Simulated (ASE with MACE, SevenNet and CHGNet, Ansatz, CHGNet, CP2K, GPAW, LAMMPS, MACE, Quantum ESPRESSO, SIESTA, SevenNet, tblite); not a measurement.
# Running glassy 60SiO2-7Al2O3-17Li2O-17SrO (mol %) (89 atoms) with machine-learned potentials

Wanted: machine-learned potentials inputs and outputs for glassy 60SiO2-7Al2O3-17Li2O-17SrO (mol %) (89 atoms), checked against a plane-wave reference.

Method: the method is named at each step, in ASE with MACE, SevenNet and CHGNet.

### 1. The starting structure

The cell holds 89 atoms: 18 Si, 4 Al, 10 Li, 5 Sr and 52 O. Its edges and angles: a = 10.427 Å, b = 10.427 Å, c = 10.427 Å, α = 90.0°, β = 90.0°, γ = 90.0°. 89 atoms (18 Si, 4 Al, 10 Li, 5 Sr, 52 O) placed at random at 2.76 g/cm³, melted at 4000 K for 10 ps at fixed volume with the Morse and Coulomb pair potential with partial charges (Pedone, Malavasi, Menziani, Cormack and Segre, J. Phys. Chem. B 110, 11780 (2006)). Quenched from 4000 K to 300 K at 50 K/ps and fixed volume, held 10 ps at zero pressure.

The yardstick, on the same geometry:

| Property | Result |
| --- | --- |
| method | Kohn-Sham DFT, PBE, PAW, plane waves (Ansatz 0.2.0); cutoff 420 eV, Γ point, fermi-dirac smearing of 0.05 eV; PAW set soft_2 |
| r.m.s. force component | 1.436 eV/Å |
| longest force | 6.462 eV/Å |
| pressure | 4.327 GPa |
| gap (highest filled to lowest empty level) | 2.464 eV |
| SCF cycles | 9 |
| time | 12 s on 4 threads of Arm Neoverse V2, shared host |
| CPU time | 45 s |

### 2. MACE MP-0b2 small potential

Method: machine-learned interatomic potential MACE MP-0b2 small, trained on PBE(+U) plane-wave data.

run.py

```python
import numpy as np
from ase.io import read
import mlip  # loads the published weights by name

atoms = read("structure.xyz")
atoms.calc = mlip.calc("mace-mp-0b2-small")
energy = atoms.get_potential_energy()
forces = atoms.get_forces()
print(f"energy {energy:.6f} eV")
print("forces (eV/A)")
for i, (a, f) in enumerate(zip(atoms, forces)):
    print(f"{i:4d} {a.symbol:2s} {f[0]:10.5f} {f[1]:10.5f} {f[2]:10.5f}")
stress = -atoms.get_stress(voigt=False) * 160.21766
print("stress (GPa, compression positive)")
for row in stress:
    print(" ".join(f"{x:10.4f}" for x in row))
```

structure.xyz

```xyz
89
Lattice="10.42707 0.00000 0.00000 0.00000 10.42707 0.00000 0.00000 0.00000 10.42707" Properties=species:S:1:pos:R:3 pbc="T T T"
Si 4.05519 0.43387 0.85398
Si 3.09674 2.02462 5.90214
Si 7.29019 3.02197 7.90455
Si 7.70321 7.30708 9.14120
Si 4.84098 0.20281 3.99805
Si 9.05695 2.73471 1.58648
Si 7.02263 7.49435 3.08787
Si 5.31113 4.93440 2.72511
Si 7.04422 7.86284 6.28127
Si 2.51657 4.13089 3.66814
Si 1.53372 1.85122 1.65415
Si 1.21528 8.66938 6.26719
Si 4.10065 8.06774 5.61811
Si 6.96445 4.51586 0.10281
Si 0.83542 9.49906 3.21894
Si 0.27726 2.32107 6.76435
Si 2.47820 5.52770 10.02761
Si 6.82942 4.65433 5.28746
Al 2.42940 8.24844 1.03478
Al 10.28537 9.03589 9.37738
Al 9.87141 4.32317 4.39584
Al 8.40453 0.21344 7.69695
Li 2.26591 8.53904 8.78793
Li 2.62283 2.48279 8.94538
Li 10.40893 3.52164 9.73336
Li 1.69805 6.69877 4.38187
Li 5.49590 8.45698 0.61207
Li 7.18373 0.98338 10.22739
Li 6.62275 0.67609 2.36611
Li 3.86114 7.30479 3.06379
Li 8.39525 9.71740 1.34885
Li 4.67612 2.93459 9.67570
Sr 10.30539 5.43647 7.71728
Sr 10.41164 6.24008 1.49816
Sr 8.70316 0.29008 4.28448
Sr 4.21994 5.04764 7.39748
Sr 5.10363 10.25075 8.04532
O 8.38691 4.93555 5.02126
O 4.54203 0.65273 2.43003
O 7.23430 6.02487 10.08798
O 6.42182 3.72330 9.20627
O 5.17162 0.98056 10.40288
O 5.37588 8.23551 6.56989
O 3.73623 9.33671 0.68631
O 7.60999 6.95590 7.57141
O 1.57824 1.54613 5.99869
O 6.00495 5.87941 5.76116
O 1.25021 0.55045 2.70562
O 0.77004 7.14202 6.15875
O 2.85243 8.82766 6.40441
O 7.88141 9.30939 6.74225
O 3.84988 2.18583 7.30156
O 9.43066 3.16451 3.13427
O 2.98642 3.40214 5.03534
O 7.25453 7.84554 4.67456
O 7.09823 1.43487 7.99037
[... 29 atom lines left out ...]
O 6.76602 8.74643 2.21210
O 3.97678 0.96586 5.08758
O 2.22868 2.87933 2.58143
O 9.04371 10.20560 9.36121
```

Run with:

```
$ OMP_NUM_THREADS=1 python run.py > output.txt
```

The program printed:

```text
energy -628.878363 eV
forces (eV/A)
   0 Si   -1.03565    0.75802    4.36569
   1 Si   -0.38272   -0.36364   -0.23504
   2 Si    1.61353    2.42628   -1.08338
   3 Si    1.58754   -0.52145    1.30618
   4 Si   -1.29112   -1.32595   -0.35235
   5 Si    1.55549   -0.26682    3.61851
   6 Si    2.25464   -2.72885   -0.05485
   7 Si    2.94407    1.77807    1.39260
   8 Si   -0.53845    0.13346    0.34477
   9 Si   -1.01509   -3.60177   -0.99732
  10 Si   -0.84785   -2.57506    1.95401
  11 Si   -0.26663   -1.55765    0.37125
  12 Si   -0.89977    2.97420   -2.02502
  13 Si    1.41512    0.88690    1.09720
  14 Si    0.80371    0.27208    0.23226
  15 Si    0.34169   -1.57979   -0.73010
  16 Si    0.51985    3.58421   -3.30259
  17 Si    0.64900   -0.50668   -1.62259
  18 Al   -1.00556    0.44001    0.16953
  19 Al   -0.65608   -0.75772   -1.92859
  20 Al   -0.45381   -0.50042   -1.40896
  21 Al    1.61660   -0.13670    1.62260
  22 Li   -0.02502   -0.88529   -0.64439
  23 Li   -0.96407    0.26306   -0.47909
[...]
81 O    -0.51965   -1.52426    1.26995
  82 O    -0.59615    1.62565   -0.64750
  83 O     0.11365   -0.10650   -0.08314
  84 O    -0.67898   -0.83843   -1.64322
  85 O    -0.34211    3.76331   -2.16867
  86 O    -0.67876    0.20217    0.10202
  87 O     0.93342    2.14009    1.29872
  88 O    -1.10254    1.39990   -0.50957
stress (GPa, compression positive)
    6.3604    -0.5404    -0.8614
   -0.5404     5.7226     1.2691
   -0.8614     1.2691     2.3646
```

Wall time 9 s (1 thread of Arm Neoverse V2, shared host); peak memory 0.68 GiB.

Banners, paths, timers and routine set-up lines are dropped from the logs unmarked, and long logs keep their key lines alone; longer cuts are marked.

Compared with the plane-wave run:

```yaml
r_m_s_force_component: 1.406 eV/Å
r_m_s_difference_of_force_components: 119.5 meV/Å
longest_difference_of_force_vectors: 634.6 meV/Å
force_difference_over_r_m_s_force: 8.325 %
slope_of_forces_against_the_reference_s: 0.976
correlation_of_force_components: 0.9967
pressure: 4.816 GPa
pressure_difference: 0.4885 GPa
```

Length of the force difference by element (eV/Å):

| element | atoms | mean | most |
| --- | --- | --- | --- |
| Al | 4 | 0.28 | 0.44 |
| Li | 10 | 0.17 | 0.27 |
| O | 52 | 0.14 | 0.42 |
| Si | 18 | 0.27 | 0.63 |
| Sr | 5 | 0.18 | 0.29 |

Local excerpt of 11 atoms (numbers count through the whole input) about Si3, picked at random; x, y, z are measured from there.

| atom | x | y | z | distance (Å) | Fx | Fy | Fz (eV/Å) |
| --- | --- | --- | --- | --- | --- | --- | --- |
| Si3 | 0.00 | 0.00 | 0.00 | 0.00 | 1.61 | 2.43 | -1.08 |
| O69 | 1.47 | 0.59 | 0.22 | 1.60 | -0.16 | 0.10 | 0.78 |
| O56 | -0.19 | -1.59 | 0.09 | 1.60 | -0.84 | -1.88 | 0.95 |
| O82 | -0.64 | 0.54 | -1.43 | 1.65 | -0.52 | -1.52 | 1.27 |
| O41 | -0.87 | 0.70 | 1.30 | 1.71 | -1.27 | -1.00 | -0.28 |
| Al22 | 1.11 | -2.81 | -0.21 | 3.03 | 1.62 | -0.14 | 1.62 |
| Si14 | -0.33 | 1.49 | 2.63 | 3.04 | 1.42 | 0.89 | 1.10 |
| O61 | 2.17 | -1.80 | -1.13 | 3.04 | 0.73 | 0.46 | -1.45 |
| Li28 | -0.11 | -2.04 | 2.32 | 3.09 | 0.36 | 0.11 | -0.16 |
| Si18 | -0.46 | 1.63 | -2.62 | 3.12 | 0.65 | -0.51 | -1.62 |
| Li32 | -2.61 | -0.09 | 1.77 | 3.16 | 0.28 | -0.02 | 0.67 |

Atoms are counted from 1 here, from 0 in the log.

Forces lie 8.3 % from the reference's, at 0.11 times its CPU time (on 1 against 4 cores).

### 3. SevenNet l3i5 potential

Method: machine-learned interatomic potential SevenNet l3i5, trained on PBE(+U) plane-wave data.

Edit run.py of step 2 so:

```diff
@@ -5,3 +5,3 @@
 atoms = read("structure.xyz")
-atoms.calc = mlip.calc("mace-mp-0b2-small")
+atoms.calc = mlip.calc("7net-l3i5")
 energy = atoms.get_potential_energy()
```

structure.xyz is that of step 2.

The program printed:

```text
energy -628.323242 eV
forces (eV/A)
   0 Si   -1.06852    0.77831    4.58508
   1 Si   -0.45103   -0.41893   -0.13638
   2 Si    1.75531    2.39645   -1.23032
   3 Si    1.65345   -0.45570    1.21793
   4 Si   -1.15479   -1.35848   -0.18099
   5 Si    1.56746   -0.47116    3.52900
   6 Si    2.55198   -2.58520   -0.19873
   7 Si    3.14519    1.81949    1.55002
   8 Si   -0.28572    0.05750    0.31921
   9 Si   -0.98890   -3.67687   -0.76071
  10 Si   -1.09185   -2.81974    2.06445
  11 Si   -0.39510   -1.60686    0.31679
  12 Si   -0.93152    3.01695   -1.97026
  13 Si    1.48759    1.01125    1.09438
  14 Si    0.73980    0.23701    0.35080
  15 Si    0.19151   -1.77479   -0.82939
  16 Si    0.46367    3.64465   -3.54829
  17 Si    0.73309   -0.40544   -1.58112
  18 Al   -1.22040    0.48289    0.10682
  19 Al   -0.90769   -0.78560   -2.01051
  20 Al   -0.60048   -0.61812   -1.22321
  21 Al    1.56059   -0.15025    1.59760
  22 Li   -0.05060   -0.98389   -0.75926
  23 Li   -1.06084    0.24563   -0.49881
[...]
81 O    -0.54313   -1.57287    1.33810
  82 O    -0.55372    1.68916   -0.63071
  83 O     0.14568   -0.09291   -0.11543
  84 O    -0.72204   -0.89333   -1.66269
  85 O    -0.38627    3.84020   -2.12468
  86 O    -0.70494    0.14360    0.07807
  87 O     1.00525    2.29053    1.28245
  88 O    -1.04465    1.38522   -0.42659
stress (GPa, compression positive)
    6.1183    -0.4942    -1.0028
   -0.4942     5.6238     1.4027
   -1.0028     1.4027     2.0223
```

It took 12 s on 1 thread; peak memory 1.6 GiB.

Numbers from this run, and their distance from the reference:

* r.m.s. force component: 1.441 eV/Å
* r.m.s. difference of force components: 65.05 meV/Å
* longest difference of force vectors: 319.2 meV/Å
* force difference over r.m.s. force: 4.531 %
* slope of forces against the reference's: 1.003
* correlation of force components: 0.999
* pressure: 4.588 GPa
* pressure difference: 0.2607 GPa

Against the first run (8.3 %), the force difference from the reference is 4.5 %, at 1.5 times the CPU time.

### 4. CHGNet r2SCAN potential

Method: machine-learned interatomic potential CHGNet r2SCAN, trained on r2SCAN plane-wave data.

Edit run.py of step 3 so:

```diff
@@ -5,3 +5,3 @@
 atoms = read("structure.xyz")
-atoms.calc = mlip.calc("7net-l3i5")
+atoms.calc = mlip.calc("chgnet-r2scan")
 energy = atoms.get_potential_energy()
```

structure.xyz is that of step 3.

The program printed:

```text
CHGNet vr2scan initialized with 412,525 parameters
CHGNet will run on cpu
energy -853.842407 eV
forces (eV/A)
   0 Si   -1.06699    0.38159    3.79150
   1 Si   -0.53111   -0.47002   -0.08646
   2 Si    1.39479    1.86303   -0.86557
   3 Si    1.46857   -0.62939    1.13068
   4 Si   -1.11329   -1.22335   -0.21295
   5 Si    1.80735   -0.02914    2.97952
   6 Si    1.66181   -2.38213    0.19119
   7 Si    2.86974    1.63123    1.33438
   8 Si   -0.26954    0.15492    0.53495
   9 Si   -1.07894   -3.06106   -0.46676
  10 Si   -0.77525   -2.21703    1.72095
  11 Si   -0.07069   -1.24780    0.30638
  12 Si   -0.87416    2.83330   -1.43956
  13 Si    1.12551    0.76608    0.81408
  14 Si    0.45448    0.50019    0.46053
  15 Si    0.18083   -1.33530   -0.98708
  16 Si    0.48542    3.27444   -2.96236
  17 Si    0.53489   -0.20397   -1.42045
  18 Al   -0.77908    0.16847    0.00549
  19 Al   -0.47515   -0.78372   -1.57008
  20 Al   -0.39458   -0.50462   -0.97623
  21 Al    1.04523   -0.10207    1.03104
  22 Li   -0.09843   -0.67496   -0.42734
  23 Li   -0.66089    0.24567   -0.37091
[...]
81 O    -0.34250   -1.15682    1.17051
  82 O    -0.39022    1.28781   -0.58289
  83 O     0.02770    0.03873   -0.19127
  84 O    -0.50305   -0.63537   -1.40509
  85 O    -0.25586    3.06207   -1.66362
  86 O    -0.63250    0.27756   -0.01068
  87 O     0.75737    1.92717    1.04589
  88 O    -0.74911    1.09616   -0.57726
stress (GPa, compression positive)
    1.7848    -0.3597    -0.7646
   -0.3597     1.7976     1.2084
   -0.7646     1.2084    -1.8302
```

The job ended after 2.9 s (1 thread; peak memory 1.3 GiB).

Numbers from this run, and their distance from the reference:

```yaml
r_m_s_force_component: 1.175 eV/Å
r_m_s_difference_of_force_components: 329.9 meV/Å
longest_difference_of_force_vectors: 1307 meV/Å
force_difference_over_r_m_s_force: 22.98 %
slope_of_forces_against_the_reference_s: 0.8087
correlation_of_force_components: 0.9878
pressure: 0.5841 GPa
pressure_difference: -3.743 GPa
```

Against the first run (8.3 %), the force difference from the reference is 23 %, at 0.51 times the CPU time; this potential was trained at another functional than the reference's.

### 5. The ladder

Differences are against the plane-wave reference, forces as r.m.s. over components; share is that over the reference's r.m.s. force, slope the least-squares factor from reference forces to these. Total energies of different programs have different zeros and aren't compared.

| run | Δ force, r.m.s. (meV/Å) | share (%) | slope | Δ pressure (GPa) | cores | CPU time | memory (GiB) |
| --- | --- | --- | --- | --- | --- | --- | --- |
| reference | - | - | - | - | 4 | 45 s | 1.4 |
| MACE MP-0b2 small potential | 120 | 8.33 | 0.976 | 0.488 | 1 | 5.1 s | 0.68 |
| SevenNet l3i5 potential | 65.0 | 4.53 | 1.003 | 0.261 | 1 | 7.5 s | 1.6 |
| CHGNet r2SCAN potential | 330 | 23.0 | 0.809 | -3.74 | 1 | 2.6 s | 1.3 |

Times of the machine-learned potentials are mostly Python's start and the loading of weights.

CPU time is summed over cores on a shared host, where runs went side by side, so it is rough. Symmetry, cutoffs, thresholds, outputs and thread counts weren't matched or tuned between programs; memory under MPI is the largest rank's times the ranks.

### 6. Outcome

| Item | Value |
| --- | --- |
| nearest in forces | SevenNet l3i5 potential, 4.5 % |
| its CPU time | 7.5 s |

Machine-learned potentials differ by 4.5 % (SevenNet l3i5 potential) to 23 % (CHGNet r2SCAN potential); they were trained on other programs' data, some at another functional. Machine-learned potentials mimic data converged in k, so the reference's own k-point error enters their differences. The quench rate of 50 K/ps is many orders above laboratory rates, so the cell is likely richer in defects and strain than a real sample. The network of bonds at the start is that of the classical potential that made the cell, and needn't be the one that DFT or experiment would give. The reference's stress is far from hydrostatic: its diagonal is 5.7, 5.4, 1.9 GPa, compression counted positive. The electronic-structure runs sample only Γ, in a cell whose shortest periodic width is 10 Å.

[Also dropped from logs without a mark: logging warnings of Python, and SIESTA's first energy breakdown and zero terms.]

[Logs are printed without paths, hosts, clocks, repeated set-up lines and the standing remarks that a program may print on its own settings, such as how far it seeks lower states.]

[Hosts, paths, dates, database ids (printed as entryN), source tags and the programs' standing remarks are cut or masked in the printed files.]
